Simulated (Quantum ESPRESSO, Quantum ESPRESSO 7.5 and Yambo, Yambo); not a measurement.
# A GW chain in Yambo: BaTiO3 (P4mm)

Aim: the G0W0 gap of BaTiO3 (P4mm) on PBE, step by step.

Method: PBE and many-body steps on it, plane waves, in Quantum ESPRESSO 7.5 and Yambo 5.3.0.

The database entry behind the starting cell differs from later determinations by our own check (c/a about 0.6 % short), so it need not match the best structure at ambient conditions.

### 1. The starting structure

Symmetry: P4mm, No. 99, tetragonal system. Conventional cell: a = 4.000 Å, b = 4.000 Å, c = 4.018 Å, α = 90.00°, β = 90.00°, γ = 90.00°. Nearest to Ba lie 12 O at 2.79 to 2.88 Å. Nearest to Ti lie 6 O at 1.85 to 2.17 Å. Nearest to O lie 2 Ti at 1.85 to 2.17 Å and 4 Ba at 2.83 Å. O has 2 Ti at 2.00 Å and 4 Ba at 2.79 to 2.88 Å nearest. Farther neighbours and most contacts between anions are not listed.

Geometry: measured (diffraction); atoms relaxed with PBE. The runs that relaxed it are not among those shown. Spin-orbit coupling is left out unless a step names it.

### 2. Ground state

This step: Quantum ESPRESSO 7.5; DFT, PBE, plane waves, norm-conserving pseudopotentials.

The ground-state density comes first.

pw.in

```
&control
  calculation = 'scf'
  prefix = 'x'
  outdir = 'o'
  pseudo_dir = 'pseudo'
/
&system
  ibrav = 0
  nat = 5
  ntyp = 3
  ecutwfc = 76.0
  nbnd = 26
  force_symmorphic = .true.
/
&electrons
  conv_thr = 1e-10
  electron_maxstep = 80
  mixing_beta = 0.5
/
ATOMIC_SPECIES
  Ba 137.33 Ba.upf
  Ti 47.867 Ti.upf
  O 15.999 O.upf
CELL_PARAMETERS angstrom
  3.9998000000 0.0000000000 0.0000000000
  0.0000000000 3.9998000000 0.0000000000
  0.0000000000 0.0000000000 4.0180000000
ATOMIC_POSITIONS crystal
  Ba 0.0000000000 0.0000000000 0.0007198620
  Ti 0.5000000000 0.5000000000 0.4856287400
  O 0.5000000000 0.5000000000 0.0253430211
  O 0.5000000000 0.0000000000 0.5156541884
  O 0.0000000000 0.5000000000 0.5156541884
K_POINTS automatic
  6 6 6 0 0 0
```

Launch:

```bash
$ OMP_NUM_THREADS=1 mpirun -n 8 pw.x -nk 8 -in pw.in > pw.out
```

Log:

```text
Program PWSCF v.7.5 starts

     This program is part of the open-source Quantum ESPRESSO suite
     for quantum simulation of materials; please cite
         "P. Giannozzi et al., J. Phys.:Condens. Matter 21 395502 (2009);
         "P. Giannozzi et al., J. Phys.:Condens. Matter 29 465901 (2017);
         "P. Giannozzi et al., J. Chem. Phys. 152 154105 (2020);
     in publications or presentations arising from this work. More details at
     Message from routine setup:
     using ibrav=0 with symmetry is DISCOURAGED, use correct ibrav instead

     G-vector sticks info

     bravais-lattice index     =            0
     lattice parameter (alat)  =       7.5585  a.u.
     unit-cell volume          =     433.7935 (a.u.)^3
     number of atoms/cell      =            5
     number of atomic types    =            3
     number of electrons       =        40.00
     number of Kohn-Sham states=           26
     kinetic-energy cutoff     =      76.0000  Ry
     charge density cutoff     =     304.0000  Ry
     scf convergence threshold =      1.0E-10
     mixing beta               =       0.5000
     number of iterations used =            8  plain     mixing
     Exchange-correlation= PBE
                           (   1   4   3   4   0   0   0)

     celldm(1)=   7.558527  celldm(2)=   0.000000  celldm(3)=   0.000000
     celldm(4)=   0.000000  celldm(5)=   0.000000  celldm(6)=   0.000000

     crystal axes: (cart. coord. in units of alat)
               a(1) = (   1.000000   0.000000   0.000000 )
               a(2) = (   0.000000   1.000000   0.000000 )
               a(3) = (   0.000000   0.000000   1.004550 )

     reciprocal axes: (cart. coord. in units 2 pi/alat)
               b(1) = (  1.000000  0.000000  0.000000 )
               b(2) = (  0.000000  1.000000  0.000000 )
               b(3) = (  0.000000  0.000000  0.995470 )
     Pseudo is Norm-conserving + core correction, Zval = 10.0
     Generated using ONCVPSP code by D. R. Hamann
     Using radial grid of 1958 points,  6 beta functions with:
     Pseudo is Norm-conserving + core correction, Zval = 12.0
     Generated using ONCVPSP code by D. R. Hamann
     Using radial grid of 1586 points,  6 beta functions with:
     Pseudo is Norm-conserving + core correction, Zval =  6.0
     Generated using ONCVPSP code by D. R. Hamann
     Using radial grid of  936 points,  5 beta functions with:
     Ba               10.00   137.33000     Ba( 1.00)
     Ti               12.00    47.86700     Ti( 1.00)
     O                 6.00    15.99900     O ( 1.00)

      8 Sym. Ops. (no inversion) found

   Cartesian axes

     site n.     atom                  positions (alat units)
         1        Ba     tau(   1) = (   0.0000000   0.0000000   0.0007231  )
         2        Ti     tau(   2) = (   0.5000000   0.5000000   0.4878385  )
         3        O      tau(   3) = (   0.5000000   0.5000000   0.0254583  )
         4        O      tau(   4) = (   0.5000000   0.0000000   0.5180005  )
         5        O      tau(   5) = (   0.0000000   0.5000000   0.5180005  )

     number of k points=    40
                       cart. coord. in units 2pi/alat
        k(    1) = (   0.0000000   0.0000000   0.0000000), wk =   0.0092593
        k(    2) = (   0.0000000   0.0000000   0.1659117), wk =   0.0185185
        k(    3) = (   0.0000000   0.0000000   0.3318235), wk =   0.0185185
        k(    4) = (   0.0000000   0.0000000  -0.4977352), wk =   0.0092593
        k(    5) = (   0.0000000   0.1666667   0.0000000), wk =   0.0370370
        k(    6) = (   0.0000000   0.1666667   0.1659117), wk =   0.0740741
        k(    7) = (   0.0000000   0.1666667   0.3318235), wk =   0.0740741
        k(    8) = (   0.0000000   0.1666667  -0.4977352), wk =   0.0370370
        k(    9) = (   0.0000000   0.3333333   0.0000000), wk =   0.0370370
        k(   10) = (   0.0000000   0.3333333   0.1659117), wk =   0.0740741
     [... 28 further rows ...]
        k(   39) = (  -0.5000000  -0.5000000   0.3318235), wk =   0.0185185
        k(   40) = (  -0.5000000  -0.5000000  -0.4977352), wk =   0.0092593

     Dense  grid:    38811 G-vectors     FFT dimensions: (  45,  45,  45)

     Initial potential from superposition of free atoms

     starting charge      39.9818, renormalised to      40.0000
     Starting wfcs are   27 randomized atomic wfcs

     per-process dynamical memory:    40.2 Mb

     Self-consistent Calculation

     iteration #  1     ecut=    76.00 Ry     beta= 0.50

     total energy              =    -273.97979895 Ry
     estimated scf accuracy    <       1.91702433 Ry

     iteration #  2     ecut=    76.00 Ry     beta= 0.50

     total energy              =    -273.50294289 Ry
     estimated scf accuracy    <       6.51554355 Ry

     iteration #  3     ecut=    76.00 Ry     beta= 0.50

     total energy              =    -274.78934687 Ry
     estimated scf accuracy    <       0.33236779 Ry

     iteration #  4     ecut=    76.00 Ry     beta= 0.50

     total energy              =    -274.73648116 Ry
     estimated scf accuracy    <       0.14223118 Ry

     iteration #  5     ecut=    76.00 Ry     beta= 0.50

     total energy              =    -274.77301276 Ry
     estimated scf accuracy    <       0.01723475 Ry

     iteration #  6     ecut=    76.00 Ry     beta= 0.50

     total energy              =    -274.77155038 Ry
     estimated scf accuracy    <       0.00695911 Ry

     iteration #  7     ecut=    76.00 Ry     beta= 0.50

     total energy              =    -274.77220493 Ry
     estimated scf accuracy    <       0.00021829 Ry

     iteration #  8     ecut=    76.00 Ry     beta= 0.50

     total energy              =    -274.77229256 Ry
     estimated scf accuracy    <       0.00014547 Ry

     iteration #  9     ecut=    76.00 Ry     beta= 0.50

     total energy              =    -274.77228739 Ry
     estimated scf accuracy    <       0.00003233 Ry

     iteration # 10     ecut=    76.00 Ry     beta= 0.50

     total energy              =    -274.77229307 Ry
     estimated scf accuracy    <       0.00000012 Ry

     iteration # 11     ecut=    76.00 Ry     beta= 0.50

     total energy              =    -274.77229313 Ry
     estimated scf accuracy    <       0.00000002 Ry

     iteration # 12     ecut=    76.00 Ry     beta= 0.50

     total energy              =    -274.77229313 Ry
     estimated scf accuracy    <          5.2E-09 Ry

     iteration # 13     ecut=    76.00 Ry     beta= 0.50

     total energy              =    -274.77229313 Ry
     estimated scf accuracy    <          1.3E-10 Ry

     iteration # 14     ecut=    76.00 Ry     beta= 0.50

     End of self-consistent calculation

          k = 0.0000 0.0000 0.0000 (  4929 PWs)   bands (ev):

   -46.0800 -22.3758 -22.3131 -22.3131 -14.4232  -6.4520  -5.8243  -5.7142
     0.4096   0.4096   0.4207   8.0705   8.0945   8.0945   9.0796   9.0796
     9.2764  10.0332  10.0862  10.0862  12.2714  12.5874  12.5874  14.5046
    14.6920  15.4288

          k = 0.0000 0.0000 0.1659 (  4865 PWs)   bands (ev):

   -46.0798 -22.3885 -22.3126 -22.3126 -14.3952  -6.4493  -5.8231  -5.7059
     0.4479   0.4479   0.5294   7.6085   8.0178   8.0178   8.8181   8.8181
     9.0519   9.5288   9.9893   9.9893  12.3082  13.0028  13.0028  14.5035
    15.3019  15.9192

          k = 0.0000 0.0000 0.3318 (  4857 PWs)   bands (ev):

   -46.0793 -22.4138 -22.3116 -22.3116 -14.3382  -6.5478  -5.6974  -5.6890
     0.5274   0.5274   0.7436   6.7350   7.7900   7.7900   8.4864   8.4864
     8.6632   8.8001   9.8061   9.8061  12.3842  13.7417  13.7417  14.5043
    16.2053  17.2198

          k = 0.0000 0.0000-0.4977 (  4878 PWs)   bands (ev):

     [... further k-points ...]

     highest occupied, lowest unoccupied level (ev):    10.4265   12.2714

!    total energy              =    -274.77229313 Ry
     estimated scf accuracy    <          4.9E-12 Ry

     The total energy is the sum of the following terms:
     one-electron contribution =     -71.79379384 Ry
     hartree contribution      =      59.93794807 Ry
     xc contribution           =     -56.12026592 Ry
     ewald contribution        =    -206.79618144 Ry

     convergence has been achieved in  14 iterations

     XML data file, charge density, pseudopotentials, collected wavefunctions

=------------------------------------------------------------------------------=
   JOB DONE.
=------------------------------------------------------------------------------=
```

Run time: 9.6 s. Hardware: 8 MPI ranks of Intel Xeon 6975P-C (Granite Rapids), shared host; peak memory 0.71 GiB.

Numbers from this step:

| Quantity | Value |
| --- | --- |
| total energy | -3738.4675 eV |
| gap | 1.845 eV |
| k of the valence top | -0.5, -0.5, -0.5 |
| k of the conduction bottom | 0, 0, 0 |
| least direct gap | 2.185 eV |

The gap is indirect, with the least direct gap 0.34 eV higher.

### 3. Bands along the symmetry lines

Levels along a band path, at the cheap level, show where the edges lie and whether the meshes to come will hold them.

pw.in

```
&control
  calculation = 'bands'
  prefix = 'x'
  outdir = 'o'
  pseudo_dir = 'pseudo'
/
&system
  ibrav = 0
  nat = 5
  ntyp = 3
  ecutwfc = 76.0
  nbnd = 26
  force_symmorphic = .true.
/
&electrons
  conv_thr = 1e-9
  electron_maxstep = 80
  diago_full_acc = .true.
  diago_thr_init = 5e-6
/
ATOMIC_SPECIES
  Ba 137.33 Ba.upf
  Ti 47.867 Ti.upf
  O 15.999 O.upf
CELL_PARAMETERS angstrom
  3.9998000000 0.0000000000 0.0000000000
  0.0000000000 3.9998000000 0.0000000000
  0.0000000000 0.0000000000 4.0180000000
ATOMIC_POSITIONS crystal
  Ba 0.0000000000 0.0000000000 0.0007198620
  Ti 0.5000000000 0.5000000000 0.4856287400
  O 0.5000000000 0.5000000000 0.0253430211
  O 0.5000000000 0.0000000000 0.5156541884
  O 0.0000000000 0.5000000000 0.5156541884
K_POINTS crystal
  75
  0.00000000 0.00000000 0.00000000 1
  0.00000000 0.06250000 0.00000000 1
  0.00000000 0.12500000 0.00000000 1
  0.00000000 0.18750000 0.00000000 1
  0.00000000 0.25000000 0.00000000 1
  0.00000000 0.31250000 0.00000000 1
  0.00000000 0.37500000 0.00000000 1
  0.00000000 0.43750000 0.00000000 1
  0.00000000 0.50000000 0.00000000 1
  0.06250000 0.50000000 0.00000000 1
  0.12500000 0.50000000 0.00000000 1
  0.18750000 0.50000000 0.00000000 1
  0.25000000 0.50000000 0.00000000 1
  0.31250000 0.50000000 0.00000000 1
  0.37500000 0.50000000 0.00000000 1
  0.43750000 0.50000000 0.00000000 1
  0.50000000 0.50000000 0.00000000 1
  0.43750000 0.43750000 0.00000000 1
  0.37500000 0.37500000 0.00000000 1
  0.31250000 0.31250000 0.00000000 1
  0.25000000 0.25000000 0.00000000 1
  0.18750000 0.18750000 0.00000000 1
  0.12500000 0.12500000 0.00000000 1
  0.06250000 0.06250000 0.00000000 1
  0.00000000 0.00000000 0.00000000 1
  0.00000000 0.00000000 0.06250000 1
  0.00000000 0.00000000 0.12500000 1
  0.00000000 0.00000000 0.18750000 1
  0.00000000 0.00000000 0.25000000 1
  0.00000000 0.00000000 0.31250000 1
  0.00000000 0.00000000 0.37500000 1
  0.00000000 0.00000000 0.43750000 1
  0.00000000 0.00000000 0.50000000 1
  0.00000000 0.06250000 0.50000000 1
  0.00000000 0.12500000 0.50000000 1
  0.00000000 0.18750000 0.50000000 1
  0.00000000 0.25000000 0.50000000 1
  0.00000000 0.31250000 0.50000000 1
  0.00000000 0.37500000 0.50000000 1
  0.00000000 0.43750000 0.50000000 1
  0.00000000 0.50000000 0.50000000 1
  0.06250000 0.50000000 0.50000000 1
  0.12500000 0.50000000 0.50000000 1
  0.18750000 0.50000000 0.50000000 1
  0.25000000 0.50000000 0.50000000 1
  0.31250000 0.50000000 0.50000000 1
  0.37500000 0.50000000 0.50000000 1
  0.43750000 0.50000000 0.50000000 1
  0.50000000 0.50000000 0.50000000 1
  0.43750000 0.43750000 0.50000000 1
  0.37500000 0.37500000 0.50000000 1
  0.31250000 0.31250000 0.50000000 1
  0.25000000 0.25000000 0.50000000 1
  0.18750000 0.18750000 0.50000000 1
  0.12500000 0.12500000 0.50000000 1
  0.06250000 0.06250000 0.50000000 1
  0.00000000 0.00000000 0.50000000 1
  0.00000000 0.50000000 0.00000000 1
  0.00000000 0.50000000 0.06250000 1
  0.00000000 0.50000000 0.12500000 1
  0.00000000 0.50000000 0.18750000 1
  0.00000000 0.50000000 0.25000000 1
  0.00000000 0.50000000 0.31250000 1
  0.00000000 0.50000000 0.37500000 1
  0.00000000 0.50000000 0.43750000 1
  0.00000000 0.50000000 0.50000000 1
  0.50000000 0.50000000 0.00000000 1
  0.50000000 0.50000000 0.06250000 1
  0.50000000 0.50000000 0.12500000 1
  0.50000000 0.50000000 0.18750000 1
  0.50000000 0.50000000 0.25000000 1
  0.50000000 0.50000000 0.31250000 1
  0.50000000 0.50000000 0.37500000 1
  0.50000000 0.50000000 0.43750000 1
  0.50000000 0.50000000 0.50000000 1
```

Log:

```text
[banner, memory and clock lines left out]
Program PWSCF v.7.5 starts

     Atomic positions and unit cell read from directory:
     o/x.save/

     Message from routine setup:
     using ibrav=0 with symmetry is DISCOURAGED, use correct ibrav instead

     G-vector sticks info

     bravais-lattice index     =            0
     lattice parameter (alat)  =       7.5585  a.u.
     unit-cell volume          =     433.7935 (a.u.)^3
     number of atoms/cell      =            5
     number of atomic types    =            3
     number of electrons       =        40.00
     number of Kohn-Sham states=           26
     kinetic-energy cutoff     =      76.0000  Ry
     charge density cutoff     =     304.0000  Ry
     Exchange-correlation= PBE
                           (   1   4   3   4   0   0   0)

     celldm(1)=   7.558527  celldm(2)=   0.000000  celldm(3)=   0.000000
     celldm(4)=   0.000000  celldm(5)=   0.000000  celldm(6)=   0.000000

     crystal axes: (cart. coord. in units of alat)
               a(1) = (   1.000000   0.000000   0.000000 )
               a(2) = (   0.000000   1.000000   0.000000 )
               a(3) = (   0.000000   0.000000   1.004550 )

     reciprocal axes: (cart. coord. in units 2 pi/alat)
               b(1) = (  1.000000  0.000000  0.000000 )
               b(2) = (  0.000000  1.000000  0.000000 )
               b(3) = (  0.000000  0.000000  0.995470 )
     Pseudo is Norm-conserving + core correction, Zval = 10.0
     Generated using ONCVPSP code by D. R. Hamann
     Using radial grid of 1958 points,  6 beta functions with:
     Pseudo is Norm-conserving + core correction, Zval = 12.0
     Generated using ONCVPSP code by D. R. Hamann
     Using radial grid of 1586 points,  6 beta functions with:
     Pseudo is Norm-conserving + core correction, Zval =  6.0
     Generated using ONCVPSP code by D. R. Hamann
     Using radial grid of  936 points,  5 beta functions with:
     Ba               10.00   137.33000     Ba( 1.00)
     Ti               12.00    47.86700     Ti( 1.00)
     O                 6.00    15.99900     O ( 1.00)

      8 Sym. Ops. (no inversion) found

   Cartesian axes

     site n.     atom                  positions (alat units)
         1        Ba     tau(   1) = (   0.0000000   0.0000000   0.0007231  )
         2        Ti     tau(   2) = (   0.5000000   0.5000000   0.4878385  )
         3        O      tau(   3) = (   0.5000000   0.5000000   0.0254583  )
         4        O      tau(   4) = (   0.5000000   0.0000000   0.5180005  )
         5        O      tau(   5) = (   0.0000000   0.5000000   0.5180005  )

     number of k points=    75
                       cart. coord. in units 2pi/alat
        k(    1) = (   0.0000000   0.0000000   0.0000000), wk =   0.0266667
        k(    2) = (   0.0000000   0.0625000   0.0000000), wk =   0.0266667
        k(    3) = (   0.0000000   0.1250000   0.0000000), wk =   0.0266667
[...]
[... 63 further rows ...]
        k(   74) = (   0.5000000   0.5000000   0.4355183), wk =   0.0266667
        k(   75) = (   0.5000000   0.5000000   0.4977352), wk =   0.0266667

     Dense  grid:    38811 G-vectors     FFT dimensions: (  45,  45,  45)

     The potential is recalculated from file :
     o/x.save/charge-density

     Starting wfcs are   27 randomized atomic wfcs

     Band Structure Calculation

     End of band structure calculation

          k = 0.0000 0.0000 0.0000 (  4929 PWs)   bands (ev):

   -46.0800 -22.3758 -22.3130 -22.3130 -14.4232  -6.4520  -5.8243  -5.7142
     0.4096   0.4096   0.4207   8.0705   8.0945   8.0945   9.0796   9.0796
     9.2765  10.0333  10.0863  10.0863  12.2715  12.5874  12.5874  14.5046
    14.6921  15.4290

          k = 0.0000 0.0625 0.0000 (  4885 PWs)   bands (ev):

[...]
14.7391  15.5077

          k = 0.0000 0.1250 0.0000 (  4865 PWs)   bands (ev):

[...]
14.9889  15.7268

[...]
k = 0.5000 0.5000 0.4355 (  4804 PWs)   bands (ev):

[...]
17.2641  17.2642

          k = 0.5000 0.5000 0.4977 (  4800 PWs)   bands (ev):

[...]
-0.3027  -0.3027  -0.2642   5.9458   6.5644   6.6508   7.9432   7.9432
     8.0334  10.2872  10.2872  10.4265  14.6558  14.6784  14.6784  16.9384
    17.1675  18.1095

     XML data file, pseudopotentials, collected wavefunctions
```

Run time: 7.2 s. Hardware: 8 MPI ranks; peak memory 0.58 GiB.

This step gave:

```yaml
gap: 1.845 eV
k_of_the_valence_top: 0.5, 0.5, 0.5
k_of_the_conduction_bottom: 0, 0, 0
least_direct_gap: 2.185 eV
```

The gap is 1.845 eV, as in the run before at this level.

The electronic bands at the labelled points (eV, zero at the top of the highest filled band):

```csv
point,band 17,band 18,band 19,band 20,band 21,band 22,band 23,band 24
Γ,-1.15,-0.39,-0.34,-0.34,1.84,2.16,2.16,4.08
halfway,-1.51,-1.24,-0.76,-0.63,2.21,2.79,2.83,4.21
X,-1.82,-1.66,-1.05,-0.92,2.28,3.55,3.61,4.19
halfway,-1.63,-1.49,-1.09,-0.50,2.88,3.62,3.70,4.75
M,-1.81,-1.04,-1.04,-0.07,3.63,3.63,4.00,4.78
halfway,-1.87,-1.15,-0.92,-0.50,2.74,2.96,3.15,4.73
Γ,-1.15,-0.39,-0.34,-0.34,1.84,2.16,2.16,4.08
halfway,-1.58,-1.29,-0.53,-0.53,1.92,2.96,2.96,4.08
Z,-1.94,-1.92,-0.70,-0.70,2.00,3.66,3.66,4.08
halfway,-1.41,-1.29,-1.09,-0.63,2.85,3.67,3.72,4.74
R,-1.74,-0.90,-0.88,-0.21,3.58,3.68,4.01,4.92
halfway,-2.46,-0.59,-0.52,-0.17,3.88,3.91,4.13,6.24
A,-2.39,-0.14,-0.14,0.00,4.23,4.25,4.25,6.51
halfway,-2.15,-0.88,-0.69,-0.62,3.34,3.80,3.83,5.95
Z,-1.94,-1.92,-0.70,-0.70,2.00,3.66,3.66,4.08
jump to X,-1.82,-1.66,-1.05,-0.92,2.28,3.55,3.61,4.19
halfway,-1.45,-1.39,-1.18,-0.60,3.01,3.57,3.73,4.77
R,-1.74,-0.90,-0.88,-0.21,3.58,3.68,4.01,4.92
jump to M,-1.81,-1.04,-1.04,-0.07,3.63,3.63,4.00,4.78
halfway,-2.55,-0.68,-0.68,-0.04,3.92,3.92,4.11,6.09
A,-2.39,-0.14,-0.14,0.00,4.23,4.25,4.25,6.51
```

(Continued in part 2 of 3.)

[Paths, hosts, dates, memory and timing lines, banners, echoed tables and standing remarks are left out of the program output.]

[Logs are printed without paths, hosts, clocks, repeated set-up lines and the standing remarks that a program may print on its own settings, such as how far it seeks lower states.]

[Runs of the session that timed out or met a known fault of the program may be left out.]

[Hosts, paths, dates, database ids (printed as entryN), source tags and the programs' standing remarks are cut or masked in the printed files.]
